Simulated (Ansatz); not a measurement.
**Rh [001], fcc: pulling along c**

The c axis is held at a set length while the cell relaxes sideways. How do the lateral strain and the stress follow? The strained cell has c along the load; unstrained it is a = 2.6729 Å, b = 2.6729 Å, c = 3.7801 Å, α = 90.00°, β = 90.00°, γ = 90.00°, with 2 atoms.

Calculated with Ansatz 0.2.0, PBEsol, PAW files of the set soft_1, cutoff 600 eV, Fermi–Dirac smearing 0.05 eV, k-mesh 16×16×12, no spin polarisation, no spin-orbit coupling.

Relaxed positions at 0 %:

```
atom       x       y       z
  Rh  0.0000  0.0000  0.0000
  Rh  0.5000  0.5000  0.5000
```

| ε_c (%) | a (Å) | c (Å) | ε_a (%) | σ (GPa, tension positive) |
| --- | --- | --- | --- | --- |
| −3 | 2.6996 | 3.6667 | 0.999 | −10.42 |
| −2 | 2.6903 | 3.7045 | 0.650 | −6.88 |
| −1 | 2.6815 | 3.7423 | 0.319 | −3.36 |
| 0 | 2.6731 | 3.7801 | 0.005 | 0.09 |
| 2 | 2.6575 | 3.8557 | −0.579 | 6.77 |
| 3 | 2.6502 | 3.8935 | −0.851 | 9.94 |

**Question.** Fit both responses and give the free strain and the stress at +1 %, a row left out above.

Least squares with y = y0 + y1 ε + y2 ε² (ε in %) gives ε_a = 0.004 + (−0.3080) ε + (0.0077) ε² and σ = 0.09 + (3.400) ε + (−0.036) ε² GPa. The linear terms put the ratio of free to applied strain at −0.308 and the Young modulus at 340 GPa.

At +1 % the free strain comes out as −0.296 %. The run itself gives −0.294 %, so the estimate misses by 0.002 %; the fitted rows themselves lie up to 0.002 % off the law.

The stress comes out as 3.45 GPa. The run itself gives 3.48 GPa, so the estimate misses by 0.03 GPa; the fitted rows themselves lie up to 0.03 GPa off the law.

Along a cube axis ν = C12/(C11 + C12) and Y = (C11 − C12)(C11 + 2C12)/(C11 + C12), so C11 = Y(1 − ν)/[(1 + ν)(1 − 2ν)] = 468 GPa and C12 = 208 GPa.

The negative ε² term means that the crystal stiffens in compression and softens in tension.

[Logs are printed without paths, hosts, clocks, repeated set-up lines and the standing remarks that a program may print on its own settings, such as how far it seeks lower states.]
